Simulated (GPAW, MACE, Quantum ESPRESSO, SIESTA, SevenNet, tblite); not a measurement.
## tblite on amorphous Si0.4Ge0.6 (101 atoms): settings against a plane-wave reference

Aim: run amorphous Si0.4Ge0.6 (101 atoms) in tblite and see how near its forces come to a plane-wave reference, and at what cost.

Program: tblite 0.8.0. Level of theory: the method is named at each step. Results are calculated unless marked as measured.

## 1. Starting point

The cell holds 101 atoms: 40 Si and 61 Ge. Its edges and angles: a = 13.082 Å, b = 13.082 Å, c = 13.082 Å, α = 90.0°, β = 90.0°, γ = 90.0°. 101 atoms (40 Si, 61 Ge) placed at random at 4.12 g/cm³, melted at 3500 K for 10 ps at fixed volume with the Tersoff potential (Tersoff, Phys. Rev. B 39, 5566 (1989)). Quenched from 3500 K to 100 K at 500 K/ps and fixed volume, held 5 ps. Then every atom was moved at random, 0.05 Å r.m.s. a Cartesian component.

The yardstick, on the same geometry:

- method: Kohn-Sham DFT, PBE, SSSP efficiency 1.3.0 pseudopotentials, plane waves (Quantum ESPRESSO 7.5); sssp-pbe-1.3.0-efficiency, cutoffs 45/360 Ry, Γ point
- r.m.s. force component: 0.534 eV/Å
- longest force: 2.645 eV/Å
- pressure: 0.2887 GPa
- time: 9.9 min on 4 MPI ranks of Arm Neoverse V1, shared host
- CPU time: 40 min

## 2. GFN1-xTB

Method: GFN1-xTB tight binding, diagonalisation.

The input, run.py:

```python
import numpy as np
from ase.io import read
from tblite.ase import TBLite

atoms = read("structure.xyz")
atoms.calc = TBLite(method="GFN1-xTB", electronic_temperature=580, accuracy=1.0, max_iterations=250, mixer_damping=0.1, verbosity=1)
energy = atoms.get_potential_energy()
forces = atoms.get_forces()
print(f"energy {energy:.6f} eV")
print("forces (eV/A)")
for i, (a, f) in enumerate(zip(atoms, forces)):
    print(f"{i:4d} {a.symbol:2s} {f[0]:10.5f} {f[1]:10.5f} {f[2]:10.5f}")
stress = -atoms.get_stress(voigt=False) * 160.21766
print("stress (GPa, compression positive)")
for row in stress:
    print(" ".join(f"{x:10.4f}" for x in row))
print("charges (e)")
print(np.array2string(atoms.get_charges(), precision=4, suppress_small=True, max_line_width=110, threshold=100000))
```

The input, structure.xyz:

```xyz
101
Lattice="13.08230 0.00000 0.00000 0.00000 13.08230 0.00000 0.00000 0.00000 13.08230" Properties=species:S:1:pos:R:3 pbc="T T T"
Si 7.12606 1.72477 6.32071
Si 8.66742 1.62927 2.76337
Si 7.77272 11.33097 11.74228
Si 12.87233 10.07913 6.72430
Si 3.69405 8.75834 5.24535
Si 12.14862 7.25427 1.77998
Si 8.65329 10.70289 7.48033
Si 2.09749 11.75000 9.61614
Si 10.67398 11.37781 6.29638
Si 7.69331 8.65159 6.48568
Si 4.76981 9.81016 1.22633
Si 12.72999 2.57447 0.62076
Si 6.25085 1.88320 2.44404
Si 1.84931 6.18034 7.03501
Si 9.70877 12.61749 2.12208
Si 6.70926 5.58104 9.18142
Si 5.85525 5.51275 3.71720
Si 3.47662 11.24790 2.46418
Si 9.84535 4.35928 4.25646
Si 7.68062 11.12767 2.60665
Si 2.53901 9.75861 8.53123
Si 0.31070 9.12098 0.74321
Si 5.20519 3.95700 2.04777
Si 9.20078 10.42175 9.82978
Si 4.20622 7.04377 6.66229
Si 8.25310 1.55993 11.27249
Si 4.65782 9.21988 9.42122
Si 3.85889 9.04706 12.06607
Si 11.34667 0.63031 8.39243
Si 7.43048 12.77787 7.71529
Si 11.85623 8.54418 11.68511
Si 0.23849 4.91816 5.56024
Si 3.81899 4.30944 12.96247
Si 6.00582 7.65223 8.09834
Si 5.04166 4.95518 5.95415
Si 11.97318 3.44091 11.33228
Si 9.45968 12.97437 12.72934
Si 7.94410 8.87856 1.88058
Si 2.31413 7.89909 0.43590
Si 11.22435 0.78965 5.90273
Ge 5.63154 7.67159 2.40557
Ge 8.91506 8.38680 4.14957
Ge 3.18515 4.18032 7.37973
Ge 0.63462 5.14134 10.86812
Ge 5.83785 1.51912 11.30612
Ge 5.60446 7.38875 11.90031
Ge 2.80485 12.77997 0.48640
Ge 8.99474 5.74614 10.16940
Ge 1.62639 5.07881 3.40755
Ge 11.20617 5.93413 5.72298
Ge 2.23760 10.55061 6.10185
Ge 8.78450 5.49012 0.72554
Ge 10.69125 5.72115 8.34782
Ge 2.81701 4.40246 9.77352
Ge 2.19429 12.41550 4.31088
Ge 12.64784 10.16469 4.29832
[... 41 atom lines left out ...]
Ge 2.91709 3.11398 2.94613
Ge 3.50161 11.49045 11.55389
Ge 5.84216 11.61734 3.87864
Ge 0.83517 8.17958 8.04836
```

Command:

```bash
$ OMP_NUM_THREADS=1 python run.py > output.txt
```

Log:

```text
------------------------------------------------------------
  cycle        total energy    energy error   density error
------------------------------------------------------------
      1     -167.5368344834  -1.6752816E+02   4.1926482E-01
      2     -175.1555703648  -7.6187359E+00   3.2404280E-01
      3     -175.3761890125  -2.2061865E-01   2.8706181E-01
      4     -174.8209011157   5.5528790E-01   2.5453971E-01
      5     -174.2161283581   6.0477276E-01   1.2973322E-01
      6     -175.9634642840  -1.7473359E+00   4.4411416E-02
      7     -176.0751567979  -1.1169251E-01   2.4552274E-02
      8     -176.1132932773  -3.8136479E-02   1.5862971E-02
      9     -176.1308410040  -1.7547727E-02   1.1632443E-02
     10     -176.1356658268  -4.8248228E-03   8.2221479E-03
     11     -176.1350938491   5.7197773E-04   6.4251576E-03
     12     -176.1353907182  -2.9686912E-04   4.2590141E-03
     13     -176.1365291385  -1.1384203E-03   2.3968475E-03
     14     -176.1367914263  -2.6228782E-04   1.3233769E-03
     15     -176.1368292998  -3.7873511E-05   9.9244523E-04
     16     -176.1368416810  -1.2381215E-05   8.4714988E-04
     17     -176.1368555149  -1.3833853E-05   6.8517327E-04
     18     -176.1368596963  -4.1813657E-06   4.4922937E-04
     19     -176.1368604788  -7.8251836E-07   2.9531834E-04
     20     -176.1368614006  -9.2182833E-07   2.0505114E-04
     21     -176.1368615790  -1.7836012E-07   1.6967058E-04
     22     -176.1368616266  -4.7601105E-08   1.3098897E-04
     23     -176.1368620676  -4.4100682E-07   8.8544364E-05
     24     -176.1368619301   1.3743039E-07   6.3664096E-05
     25     -176.1368622743  -3.4419361E-07   3.4963367E-05
     26     -176.1368623212  -4.6848157E-08   2.5320365E-05
     27     -176.1368623264  -5.2215228E-09   1.9957351E-05
------------------------------------------------------------
 total:                                  15.832 sec
energy -4792.928154 eV
forces (eV/A)
   0 Si    0.55487    0.04229    0.36423
   1 Si    0.04474   -0.16797   -0.73942
   2 Si    0.14832   -0.59186   -0.37528
   3 Si    0.05051    0.25314    0.37399
   4 Si   -0.06653    0.62067   -0.93587
   5 Si   -0.21086    0.36351   -0.18050
   6 Si    0.25477   -0.57324   -0.37271
   7 Si   -0.55173    1.17160   -0.34478
   8 Si   -0.30551    0.11004    0.16971
   9 Si   -0.29546    0.18434    0.08021
  10 Si    0.02630   -1.58679   -0.97859
  11 Si   -0.54561   -0.01251   -0.18861
  12 Si    0.87949    0.17591   -0.24399
  13 Si    0.18522    0.14992   -0.65343
  14 Si   -0.29071   -0.18472    0.01875
  15 Si    0.47749    0.10155   -0.26458
  16 Si    0.23135    0.22604    0.18289
  17 Si   -1.05369    0.92472    1.04522
  18 Si   -0.14062   -0.34774    2.34309
  19 Si    2.40872    0.08910    0.43410
  20 Si    0.36891   -0.64205   -0.60949
  21 Si   -0.73398    0.05115   -0.25876
  22 Si   -0.81685    0.20840   -0.50293
  23 Si   -0.51001    0.64463    0.27616
[...]
93 Ge   -0.46977   -0.60208   -0.47176
  94 Ge   -0.12266   -0.08496    0.03883
  95 Ge    0.35274   -0.49821    0.11506
  96 Ge    0.01045    0.30795    0.42668
  97 Ge    0.50465   -0.56610   -0.39998
  98 Ge   -0.41566   -0.42449    0.41705
  99 Ge   -1.34881    0.60573    0.54864
 100 Ge   -0.62543   -0.58776    0.23665
stress (GPa, compression positive)
    1.9958    -0.8401     0.3036
   -0.8401     1.9345     0.3089
    0.3036     0.3089     2.6881
charges (e)
[ 0.1587  0.0755  0.0871  0.0797  0.0777  0.0801  0.0289  0.0088  0.108   0.0492  0.1074  0.1511  0.0409
  0.0658  0.0562  0.1012  0.121   0.0869  0.0622  0.0416  0.1079  0.0068  0.0317  0.1079 -0.0173  0.1388
  0.1135  0.0093  0.1374  0.0532  0.1419  0.1099  0.186   0.0226  0.0508  0.087   0.1011  0.0693  0.1108
  0.1299 -0.108  -0.0326 -0.0381 -0.0614 -0.1422 -0.0679 -0.0127 -0.1062 -0.1249 -0.0372 -0.0737 -0.0177
  0.0129 -0.0182 -0.047   0.0367 -0.0156 -0.0505 -0.2306 -0.0956 -0.0169 -0.024  -0.121   0.0477 -0.0254
 -0.1429  0.0171 -0.0479 -0.0176 -0.1862 -0.0742 -0.086  -0.2422 -0.0869 -0.1465 -0.0347  0.0329  0.035
 -0.0315  0.0377 -0.0467 -0.0651 -0.008  -0.0188 -0.1373 -0.0675 -0.004  -0.0478  0.037  -0.0743 -0.0742
 -0.0306 -0.1157 -0.0563  0.1077 -0.0822  0.007  -0.0234 -0.0609 -0.043  -0.1381]
```

Run time: 16 s. Hardware: 1 thread of Arm Neoverse V1, shared host; peak memory 0.2 GiB.

Banners, paths, timers and routine set-up lines are dropped from the logs unmarked, and long logs keep their key lines alone; longer cuts are marked.

Compared with the plane-wave run:

```
r.m.s. force component                  : 0.4988 eV/Å
r.m.s. difference of force components   : 235 meV/Å
longest difference of force vectors     : 765.7 meV/Å
force difference over r.m.s. force      : 44.01 %
slope of forces against the reference's : 0.8394
correlation of force components         : 0.8987
pressure                                : 2.206 GPa
pressure difference                     : 1.917 GPa
```

Length of the force difference by element (eV/Å):

```csv
element,atoms,mean,most
Ge,61,0.41,0.77
Si,40,0.33,0.69
```

The surroundings of Si20, which bears the longest force, nearest first, numbered as they follow in the input and with coordinates relative to it.

```csv
atom,x,y,z,distance (Å),bonds,Mulliken charge (e),Fx,Fy,Fz (eV/Å)
Si20,0.00,0.00,0.00,0.00,5,0.04,2.41,0.09,0.43
Ge90,-1.26,0.34,-1.86,2.28,4,-0.07,-0.60,0.77,-1.44
Ge100,-1.84,0.49,1.27,2.29,4,-0.04,-1.35,0.61,0.55
Si38,0.26,-2.25,-0.73,2.38,5,0.07,0.33,-0.76,-0.36
Si15,2.03,1.49,-0.48,2.56,5,0.06,-0.29,-0.18,0.02
Ge61,2.48,-0.28,1.37,2.84,5,-0.02,-0.55,0.48,-0.37
Ge42,1.23,-2.74,1.54,3.38,5,-0.03,-0.27,0.09,-0.13
Si11,-2.91,-1.32,-1.38,3.48,4,0.11,0.03,-1.59,-0.98
Si2,0.99,3.58,0.16,3.72,4,0.08,0.04,-0.17,-0.74
```

Atoms are counted from 1 here, from 0 in the log.

Forces lie 44 % from the reference's, at 0.0069 times its CPU time (on 1 against 4 cores).

## 3. Results

| Item | Value |
| --- | --- |
| force difference from the reference | tblite GFN1-xTB, 44 % |
| its CPU time | 16 s |

In words: Tight binding differs by 44 % (tblite GFN1-xTB); it is another model, with fitted parameters of its own, and the xTB methods hold dispersion. One electronic-structure run takes under half the reference's CPU time: tblite GFN1-xTB, at 44 % in 16 s against 40 min; its pressure misses by +1.9 GPa. Periodic xTB results under one method name differ between programs and library versions. The reference's pressure holds the uncorrected Pulay stress of its 45 Ry basis, so small pressure differences, and their order, may be the reference's own error. The quench rate of 500 K/ps is many orders above laboratory rates, so the cell is likely richer in defects and strain than a real sample. The network of bonds at the start is that of the classical potential that made the cell, and needn't be the one that DFT or experiment would give. The electronic-structure runs sample only Γ, in a cell whose shortest periodic width is 13 Å, which is coarse for a cell with partly filled levels.

[Also dropped from logs without a mark: logging warnings of Python, and SIESTA's first energy breakdown and zero terms.]

[Logs are printed without paths, hosts, clocks, repeated set-up lines and the standing remarks that a program may print on its own settings, such as how far it seeks lower states.]

[Hosts, paths, dates, database ids (printed as entryN), source tags and the programs' standing remarks are cut or masked in the printed files.]
